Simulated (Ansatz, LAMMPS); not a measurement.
# Amorphous HfO2 at 8.62 g/cm^3 (84 atoms): geometry optimisation

Wanted: the relaxed structure of amorphous HfO2 at 8.62 g/cm^3 (84 atoms) and its electronic structure.

Calculated with Ansatz 0.2.0; Kohn-Sham DFT, PBE, PAW (set soft_2), plane waves.

This is a report of a sequence of runs, with most program output left out.

## Step 1: The structure

The cell holds 84 atoms: 28 Hf and 56 O. Its edges and angles: a = 10.434 Å, b = 10.434 Å, c = 10.434 Å, α = 90.0°, β = 90.0°, γ = 90.0°. 84 atoms (28 Zr, 56 O) placed at random at 5.04 g/cm³, melted at 5000 K for 10 ps at fixed volume with the Morse and Coulomb pair potential with partial charges (Pedone, Malavasi, Menziani, Cormack and Segre, J. Phys. Chem. B 110, 11780 (2006)). Quenched from 5000 K to 300 K at 50 K/ps and fixed volume, held 5 ps, then minimised at fixed cell. Then Zr was replaced by Hf at the same volume (the potential has no terms for Hf, so the cell is a start for a DFT relaxation). The density is one point of a scan and needn't be that of the real material.

What the set-up can't give: The quench rate of 50 K/ps is many orders above laboratory rates, so the cell is likely richer in defects and strain than a real sample. The network of bonds at the start is that of the classical potential that made the cell. Only the Γ point is sampled in the main run, in a cell whose shortest periodic width is 10 Å. Spin–orbit coupling is left out, which matters for the levels of the heavy elements.

## Step 2: Making the structure

A classical potential supplies the starting structure, since it reaches far longer times than DFT.

This step: classical MD, Morse and Coulomb pair potential with partial charges (Pedone, Malavasi, Menziani, Cormack and Segre, J. Phys. Chem. B 110, 11780 (2006)) (LAMMPS 22 Jul 2025 - Update 4).

in.lmp

```
# melt-quench of Zr28O56
units metal
atom_style charge
boundary p p p
region box block 0 10.4337 0 10.4337 0 10.4337
create_box 2 box
mass 1 91.2240   # Zr
mass 2 15.9990   # O
create_atoms 1 random 28 35088 NULL overlap 1.5 maxtry 2000
create_atoms 2 random 56 35095 NULL overlap 1.5 maxtry 2000
pair_style hybrid/overlay pedone 5.5 coul/long 8.0
pair_coeff * * coul/long
pair_coeff 1 2 pedone 0.206237 2.479675 2.436997 1   # Zr-O
pair_coeff 2 2 pedone 0.042395 1.379316 3.618701 22   # O-O
set type 1 charge 2.4
set type 2 charge -1.2
kspace_style pppm 1.0e-4
neigh_modify delay 0 every 1 check yes
thermo_style custom step time temp pe press density
thermo_modify norm yes
timestep 0.002
thermo 100
min_style cg
minimize 1e-4 1e-4 200 2000
reset_timestep 0
velocity all create 5000 35089 mom yes dist gaussian
fix lim all nve/limit 0.05
fix lan all langevin 5000 5000 0.2 35090 zero yes
thermo 500
run 1000 post no
unfix lim
unfix lan
thermo 833
fix md all nvt temp 5000 5000 0.2
run 5000 post no
unfix md
thermo 4700
fix md all nvt temp 5000 300 0.2
run 47000 post no
unfix md
thermo 1250
fix md all nvt temp 300 300 0.2
run 2500 post no
unfix md
thermo 100
min_style cg
minimize 0 1e-3 2000 20000
write_dump all custom glass.dump id type xs ys zs modify sort id
```

Launch:

```sh
> lmp -in in.lmp -log none -nocite
```

Wall time 1.9 min (1 thread of Intel Xeon at 2.80GHz (Skylake/Cascade Lake), shared host); peak memory 0.63 GiB.

## Step 3: Single point at the start

A single point comes first, to see the forces before anything moves.

input.yaml

```yaml
crystal:
  lattice:
    - [10.4337, 0.0, 0.0]
    - [0.0, 10.4337, 0.0]
    - [0.0, 0.0, 10.4337]
  atoms:
    - { symbol: Hf, position: [0.07973, 0.22867, 0.09637] }
    - { symbol: Hf, position: [0.85821, 0.57601, 0.27008] }
    - { symbol: Hf, position: [0.00206, 0.47153, 0.61953] }
    - { symbol: Hf, position: [0.46368, 0.19582, 0.5282] }
    - { symbol: Hf, position: [0.77056, 0.19988, 0.31816] }
    - { symbol: Hf, position: [0.68225, 0.4513, 0.51715] }
    - { symbol: Hf, position: [0.19051, 0.14998, 0.76035] }
    - { symbol: Hf, position: [0.90143, 0.62856, 0.88842] }
[... 72 atom lines left out ...]
    - { symbol: O, position: [0.81594, 0.37726, 0.64691] }
    - { symbol: O, position: [0.09966, 0.99356, 0.67943] }
    - { symbol: O, position: [0.40993, 0.99857, 0.55816] }
    - { symbol: O, position: [0.25747, 0.12578, 0.10008] }
kpoints:
  mp_grid: { grid: [1, 1, 1] }
hamiltonian:
  xc: pbe
scf:
  occupations: { method: fermi_dirac, width: 0.025 }
output:
  forces: true
```

Launch:

```sh
> ansatz run input.yaml --threads 4 --pin off --max-ram 8192MiB --backend cpu --events-out ev --progress --plain --runs-dir out
```

Run time: 29 s. Hardware: 4 threads of Arm Neoverse V1, shared host; peak memory 1.9 GiB; 1.9 min of CPU time.

Read from the output:

| Item | Value |
| --- | --- |
| free energy | -472109.7470 eV |
| free energy per atom | -5620.3541 eV/atom |
| SCF cycles | 11 |
| r.m.s. force component | 0.4952 eV/Å |
| longest force | 2.928 eV/Å |
| Fermi energy | 13.35 eV |

The r.m.s. force component of 0.50 eV/Å sets the starting point.

Neighbours are counted within 2.82 Å (O-Hf).

Length of the force by element and coordination:

| element | coordination | atoms | mean length of the force (eV/Å) | spread | least | most |
| --- | --- | --- | --- | --- | --- | --- |
| Hf | all | 28 | 1.11 | 0.642 | 0.154 | 2.93 |
| Hf | 4 | 1 | 2.25 | 0 | 2.25 | 2.25 |
| Hf | 6 | 21 | 1.16 | 0.631 | 0.282 | 2.93 |
| Hf | 7 | 6 | 0.762 | 0.426 | 0.154 | 1.32 |
| O | all | 56 | 0.451 | 0.272 | 0.0565 | 1.14 |
| O | 2 | 4 | 0.912 | 0.201 | 0.574 | 1.08 |
| O | 3 | 44 | 0.425 | 0.257 | 0.0565 | 1.14 |
| O | 4 | 8 | 0.363 | 0.128 | 0.226 | 0.592 |

## Step 4: Relaxation

With the cell held, the atoms are moved downhill towards a nearby minimum.

Edit input.yaml of step 3 so:

```diff
@@ -15 +15,4 @@
   forces: true
+relax:
+  f_tol: 0.04
+  max_steps: 250
```

The job ended after 2.8 min (4 threads; peak memory 1.9 GiB).

Relaxation path:

| step | energy less that of the first step (eV) | largest force component (eV/Å) |
| --- | --- | --- |
| 1 | 0.0000 | 2.4246 |
| 2 | -1.1880 | 0.7522 |
| 3 | -1.7483 | 0.6394 |
| 4 | -2.2231 | 0.2260 |
| 5 | -2.2898 | 0.1788 |
| 6 | -2.3021 | 0.1473 |
| 7 | -2.3237 | 0.0466 |
| 8 | -2.3251 | 0.0127 |

The atoms that moved most (Å):

| atom | dx | dy | dz | length |
| --- | --- | --- | --- | --- |
| O64 | 0.047 | 0.277 | -0.329 | 0.432 |
| Hf9 | 0.185 | -0.176 | 0.181 | 0.313 |
| O53 | -0.248 | -0.091 | 0.137 | 0.297 |
| Hf24 | -0.063 | -0.236 | -0.155 | 0.290 |
| O39 | -0.159 | 0.152 | -0.172 | 0.279 |
| Hf15 | -0.231 | 0.139 | -0.070 | 0.278 |
| O44 | 0.226 | -0.023 | -0.135 | 0.264 |
| O37 | 0.242 | -0.016 | 0.062 | 0.250 |

The relaxation changed the energy by -27.7 meV/atom, and atoms moved by 0.16 Å r.m.s., 0.43 Å at most.

## Step 5: Local order after relaxation

Bonds before and after, by the cutoffs listed below:

| pair | bonds before | bonds after | mean before (Å) | mean after (Å) | spread before (Å) | spread after (Å) |
| --- | --- | --- | --- | --- | --- | --- |
| O-Hf | 172 | 170 | 2.160 | 2.147 | 0.128 | 0.138 |

Density 8.62 g/cm³, 13.52 Å³ an atom.

g(r), total and by pair (bins of 0.2 Å):

| r (Å) | total | O-O | O-Hf | Hf-Hf |
| --- | --- | --- | --- | --- |
| 1.80 | 0.04 | 0.00 | 0.08 | 0.00 |
| 2.00 | 2.39 | 0.00 | 5.38 | 0.00 |
| 2.20 | 1.95 | 0.00 | 4.39 | 0.00 |
| 2.40 | 0.35 | 0.14 | 0.66 | 0.00 |
| 2.60 | 0.76 | 1.53 | 0.18 | 0.00 |
| 2.80 | 1.25 | 2.72 | 0.08 | 0.00 |
| 3.00 | 1.02 | 2.15 | 0.10 | 0.25 |
| 3.20 | 0.99 | 1.64 | 0.28 | 1.22 |
| 3.40 | 0.87 | 0.92 | 0.42 | 2.49 |
| 3.60 | 0.79 | 0.71 | 0.66 | 1.66 |
| 3.80 | 0.97 | 0.54 | 0.94 | 2.88 |
| 4.00 | 1.16 | 0.84 | 1.33 | 1.74 |
| 4.20 | 1.08 | 0.92 | 1.25 | 0.98 |
| 4.40 | 0.95 | 0.59 | 1.46 | 0.42 |
| 4.60 | 1.04 | 0.61 | 1.61 | 0.44 |
| 4.80 | 1.08 | 0.88 | 1.35 | 0.80 |
| 5.00 | 0.85 | 0.92 | 0.85 | 0.55 |

Bonds by pair of elements; cutoffs follow the first minimum of g(r), held within bounds set by covalent radii, and pairs that aren't listed don't count as bonded:

| pair A-B | cutoff (Å) | bonds | mean length (Å) | spread (Å) | shortest (Å) | B about A | A about B |
| --- | --- | --- | --- | --- | --- | --- | --- |
| O-Hf | 2.88 | 170 | 2.15 | 0.138 | 1.89 | 3.04 | 6.07 |

How many atoms have how many bonded neighbours:

| element | mean | 2 | 3 | 4 | 5 | 6 | 7 |
| --- | --- | --- | --- | --- | --- | --- | --- |
| Hf | 6.07 | 0 | 0 | 1 | 2 | 19 | 6 |
| O | 3.04 | 4 | 46 | 6 | 0 | 0 | 0 |

Bond angles, per cent of each kind in bins of 5°:

| angle (°) | O-Hf-O | Hf-O-Hf |
| --- | --- | --- |
| 65–70 | 2.3 | 0.0 |
| 70–75 | 10.8 | 0.0 |
| 75–80 | 12.4 | 0.0 |
| 80–85 | 9.6 | 1.1 |
| 85–90 | 8.7 | 1.1 |
| 90–95 | 8.0 | 7.3 |
| 95–100 | 8.9 | 12.4 |
| 100–105 | 4.8 | 12.9 |
| 105–110 | 4.3 | 9.6 |
| 110–115 | 2.5 | 6.7 |
| 115–120 | 2.1 | 3.9 |
| 120–125 | 1.6 | 8.4 |
| 125–130 | 2.3 | 7.9 |
| 130–135 | 1.8 | 9.0 |
| 135–140 | 1.8 | 8.4 |
| 140–145 | 2.5 | 4.5 |
| 145–150 | 3.2 | 2.2 |
| 150–155 | 2.8 | 1.7 |
| 155–160 | 3.9 | 1.1 |
| 160–165 | 1.4 | 0.6 |
| 165–170 | 3.0 | 1.1 |
| 170–175 | 1.4 | 0.0 |

Bond angles (no mean is given where the spread exceeds 20°):

| angle | count | mean (°) | spread (°) |
| --- | --- | --- | --- |
| O-Hf-O | 437 | - | - |
| Hf-O-Hf | 178 | 117 | 18.6 |

Bond length by coordination (bonds to H left out):

| element | coordination | atoms | mean bond length (Å) |
| --- | --- | --- | --- |
| Hf | 4 | 1 | 2.00 |
| Hf | 5 | 2 | 2.08 |
| Hf | 6 | 19 | 2.14 |
| Hf | 7 | 6 | 2.20 |
| O | 2 | 4 | 1.98 |
| O | 3 | 46 | 2.14 |
| O | 4 | 6 | 2.26 |

First main peaks of g(r), for some of the pairs, lie near 2.8 Å (O-O) and 2.1 Å (O-Hf). With the cutoffs above, 68 % of Hf atoms have 6 and 82 % of O atoms have 3 bonded neighbours. Bonds at O atoms with 2 neighbours average 1.98 Å, against 2.26 Å at those with 4.

## Step 6: Single point at the relaxed geometry

The electronic structure is read at the final geometry, in a run of its own.

input.yaml

```yaml
crystal:
  lattice:
    - [10.4337, 0.0, 0.0]
    - [0.0, 10.4337, 0.0]
    - [0.0, 0.0, 10.4337]
  atoms:
    - { symbol: Hf, position: [0.09859, 0.23385, 0.09546] }
    - { symbol: Hf, position: [0.86285, 0.57347, 0.27599] }
    - { symbol: Hf, position: [0.98982, 0.47582, 0.62231] }
    - { symbol: Hf, position: [0.45141, 0.19322, 0.53175] }
    - { symbol: Hf, position: [0.7593, 0.20931, 0.32435] }
    - { symbol: Hf, position: [0.67837, 0.45394, 0.52706] }
    - { symbol: Hf, position: [0.18384, 0.13969, 0.76] }
    - { symbol: Hf, position: [0.90978, 0.62816, 0.89507] }
[... 72 atom lines left out ...]
    - { symbol: O, position: [0.81283, 0.38391, 0.65725] }
    - { symbol: O, position: [0.0956, 0.98427, 0.683] }
    - { symbol: O, position: [0.40918, 0.99548, 0.55066] }
    - { symbol: O, position: [0.26425, 0.12672, 0.09661] }
kpoints:
  mp_grid: { grid: [1, 1, 1] }
hamiltonian:
  xc: pbe
scf:
  occupations: { method: fermi_dirac, width: 0.025 }
output:
  forces: true
  stress: true
  populations: true
  dos:
    method: { smearing: { sigma: 0.08 } }
    de: 0.05
    projected: { site_lists: { Hf: [Hf], O: [O] } }
  eigenvalues: true
  write_density: true
  write_potential: true
  volumetric_format: npy
```

Wall time 52 s (4 threads); peak memory 1.9 GiB; 3.3 min of CPU time.

The run gave:

```
free energy                                      : -472112.0721 eV
free energy per atom                             : -5620.3818 eV/atom
SCF cycles                                       : 11
pressure                                         : -3.379 GPa
r.m.s. force component                           : 0.00414 eV/Å
longest force                                    : 0.01671 eV/Å
Fermi energy                                     : 13.23 eV
gap (highest filled to lowest empty level) : 3.719 eV
spilling of the projection                       : 0.002667
```

Löwdin charges by element and coordination (they lack the spilled electrons, 0.034 e an atom on average):

| element | coordination | atoms | mean charge (e) | spread | least | most |
| --- | --- | --- | --- | --- | --- | --- |
| Hf | all | 28 | 1.46 | 0.0256 | 1.40 | 1.51 |
| Hf | 4 | 1 | 1.46 | 0 | 1.46 | 1.46 |
| Hf | 5 | 2 | 1.46 | 0.0271 | 1.43 | 1.48 |
| Hf | 6 | 19 | 1.46 | 0.0273 | 1.40 | 1.51 |
| Hf | 7 | 6 | 1.46 | 0.0211 | 1.42 | 1.49 |
| O | all | 56 | -0.678 | 0.0256 | -0.742 | -0.599 |
| O | 2 | 4 | -0.647 | 0.03 | -0.682 | -0.599 |
| O | 3 | 46 | -0.676 | 0.021 | -0.723 | -0.622 |
| O | 4 | 6 | -0.707 | 0.0259 | -0.742 | -0.673 |

Density of states as counts of states in windows of 1 eV (from the Fermi level), total and the larger projections:

| from (eV) | to (eV) | total | O p | Hf d | Hf f |
| --- | --- | --- | --- | --- | --- |
| -18 | -17 | 32.8 | 0.1 | 2.9 | 0.3 |
| -17 | -13 | 0.0 | 0.0 | 0.0 | 0.0 |
| -13 | -12 | 381.9 | 1.2 | 0.2 | 379.9 |
| -12 | -11 | 10.1 | 0.0 | 0.0 | 10.1 |
| -11 | -7 | 0.0 | 0.0 | 0.0 | 0.0 |
| -7 | -6 | 41.6 | 29.0 | 9.2 | 0.1 |
| -6 | -5 | 78.5 | 57.1 | 17.8 | 0.2 |
| -5 | -4 | 72.9 | 58.3 | 11.1 | 0.3 |
| -4 | -3 | 76.3 | 66.9 | 6.6 | 0.3 |
| -3 | -2 | 63.6 | 59.0 | 3.1 | 0.2 |
| -2 | -1 | 3.2 | 3.0 | 0.1 | 0.0 |
| -1 | 1 | 0.0 | 0.0 | 0.0 | 0.0 |
| 1 | 2 | 2.1 | 0.1 | 1.0 | 0.0 |
| 2 | 3 | 43.4 | 4.6 | 35.2 | 0.0 |
| 3 | 4 | 65.0 | 8.1 | 51.2 | 0.0 |
| 4 | 5 | 55.7 | 8.7 | 39.3 | 0.0 |

Between -26 and -18 eV lie 79 more states.

About 224 of the 1064 electrons lie in deeper levels, below the stored range.

The levels nearest the highest filled one (over half full), pooled over k-points and spins:

| level less the highest filled one (eV) | occupation |
| --- | --- |
| -0.436 | 2 |
| -0.372 | 2 |
| -0.361 | 2 |
| -0.272 | 2 |
| -0.143 | 2 |
| 0 | 2 |
| 3.72 | 0 |
| 3.94 | 0 |
| 4.00 | 0 |
| 4.07 | 0 |
| 4.16 | 0 |
| 4.21 | 0 |

Electrostatic potential energy in the ac plane at fractional y = 0.140, with atoms of Hf and O within 0.2 Å of it. With pseudopotentials it is smooth inside the atoms' cores, unlike the true potential.

Values in eV, 13 rows by 16 columns, each cell a mean:
```
 -7 -13  12  16  17  18  18  17  18  18  18  18  17  16  15  15
 -5 -13   5   5  12  17  18  17  17  17  18  18  15   9  11  14
 14   2 -22 -23  -3  14  17  15  11  17  18  17  14   8   8  13
 15   2 -22 -23  -3  13  16  -6 -24   9  18  17  16  14  14  15
 16  13   6   5  11  14  11   4   0  15  18  18  17  17  17  18
 13   8  10  12   7  11  -8 -20  -3  13  17  17  18  18  18  17
  5  -9  -1  12  15  11  -7 -18  -2  12  16  16  16  16   4   7
  8  -1   4  13  16  11  -5   5  12  15  14   8   5   7 -21 -13
 14  14  15  17  17   3 -23   1  16  15  10  -7 -16   2   9  13
 16  16  17  18  17  13   3   4  11  15  12   3  -3   7  14  15
  6  10  12  15  11   8 -15 -20   2  14  16  15  14  15  13  -8
  6  -1   4  -6 -25   1  -2  -5   8  16  18  18  17  17  16   6
 11   6   9  10   3  14  14  14  16  18  18  18  18  17  16  14
```
Columns run along a (10.4 Å; values clipped at the 3rd and 97th percentile), rows up along c (10.4 Å). Atoms in or near the plane, at fractional coordinates: Hf at (0.18, 0.76), O at (0.92, 0.42), O at (0.51, 0.71), O at (0.40, 0.35), O at (0.06, 0.92), O at (0.26, 0.10).

Valence density in the ac plane at fractional y = 0.140, with atoms of Hf and O within 0.2 Å of it. It is the smooth field of the valence electrons, not physical close to the nuclei.

Ten steps, logarithmic in the rise over the least value, from '0' (0 e/Å³) to '9' (30 e/Å³), each cell a mean:
```
24431000000011110000000000001
46642000000001100000000110001
45642100000000000000001221101
23323431000000000000001232101
01147874100001111000001222100
00158996200013443100000111000
00147874100014664100000000000
00113432100013553100000000000
00000112110012221000000000000
00000123321134310000000000000
00110123321366520000000000000
11332111111366520000000001111
12442100001234310000000013443
22332100012332100000000124664
11111000024553100000122224553
00000000024664100000245322221
00000000013442100000245311000
00000000001222100000123210011
21000000001344210000000000123
32100012212466410011000001245
32211235532355310000000000234
22222246642122100000000000122
11111135531011100000000000000
11110012210011110000000000000
```
Columns run along a (10.4 Å), rows up along c (10.4 Å). Atoms in or near the plane, at fractional coordinates: Hf at (0.18, 0.76), O at (0.92, 0.42), O at (0.51, 0.71), O at (0.40, 0.35), O at (0.06, 0.92), O at (0.26, 0.10).

Mean Löwdin charges: Hf +1.46, O -0.68 e. The largest share in the top eV of filled states is O p (94 % of the projected weight), and in the lowest eV of empty states Hf d (81 % of the projected weight).

Local excerpt of 12 atoms (numbers count through the whole input) about Hf13, which has 7 bonded neighbours where the commonest count for Hf is 6; x, y, z are measured from there.

| atom | x | y | z | distance (Å) | bonds | Löwdin charge (e) |
| --- | --- | --- | --- | --- | --- | --- |
| Hf13 | 0.00 | 0.00 | 0.00 | 0.00 | 7 | 1.46 |
| O78 | 0.94 | 1.45 | -1.15 | 2.07 | 3 | -0.64 |
| O50 | -0.74 | -1.96 | -0.22 | 2.10 | 3 | -0.65 |
| O49 | -1.59 | 1.29 | -0.50 | 2.11 | 3 | -0.68 |
| O53 | 1.46 | 0.78 | 1.33 | 2.12 | 3 | -0.70 |
| O35 | -1.13 | -0.52 | 1.75 | 2.15 | 3 | -0.65 |
| O58 | 1.89 | -0.96 | -0.66 | 2.22 | 3 | -0.68 |
| O79 | -0.37 | -0.67 | -2.60 | 2.71 | 3 | -0.67 |
| Hf12 | 2.89 | 0.86 | -0.74 | 3.11 | 6 | 1.46 |
| Hf18 | -1.18 | -2.61 | 1.71 | 3.33 | 6 | 1.44 |
| Hf17 | -0.48 | 2.77 | -1.87 | 3.38 | 7 | 1.45 |
| Hf1 | -1.15 | -2.45 | -2.18 | 3.47 | 6 | 1.45 |

The column of bonds counts only the pairs O-Hf within 2.88 Å; other neighbours, such as metal atoms beside each other in a compound, aren't counted, and periodic images can show an atom twice.

## Step 7: K-mesh 2×2×2

A denser mesh tests the sampling of the Brillouin zone.

Edit input.yaml of step 6 so:

```diff
@@ -8,3 +8,3 @@
 kpoints:
-  mp_grid: { grid: [1, 1, 1] }
+  mp_grid: { grid: [2, 2, 2] }
 hamiltonian:
@@ -22,4 +22 @@
   eigenvalues: true
-  write_density: true
-  write_potential: true
-  volumetric_format: npy
```

It took 8.4 min on 4 threads; peak memory 5.8 GiB; 29 min of CPU time.

The program notes that it cut back its work space to fit the memory limit.

Geometry and reference: those of the single point at the relaxed geometry.

Forces differ from those of the single point at the relaxed geometry by 18 meV/Å r.m.s.; the energy by -1.7 meV/atom. It took 8.4 min and 11 cycles; the reference's time can't be set against it, since the two runs asked for unlike analyses.

(Part 1 of 2 ends here.)

[Logs are printed without paths, hosts, clocks, repeated set-up lines and the standing remarks that a program may print on its own settings, such as how far it seeks lower states.]

[Hosts, paths, dates, database ids (printed as entryN), source tags and the programs' standing remarks are cut or masked in the printed files.]
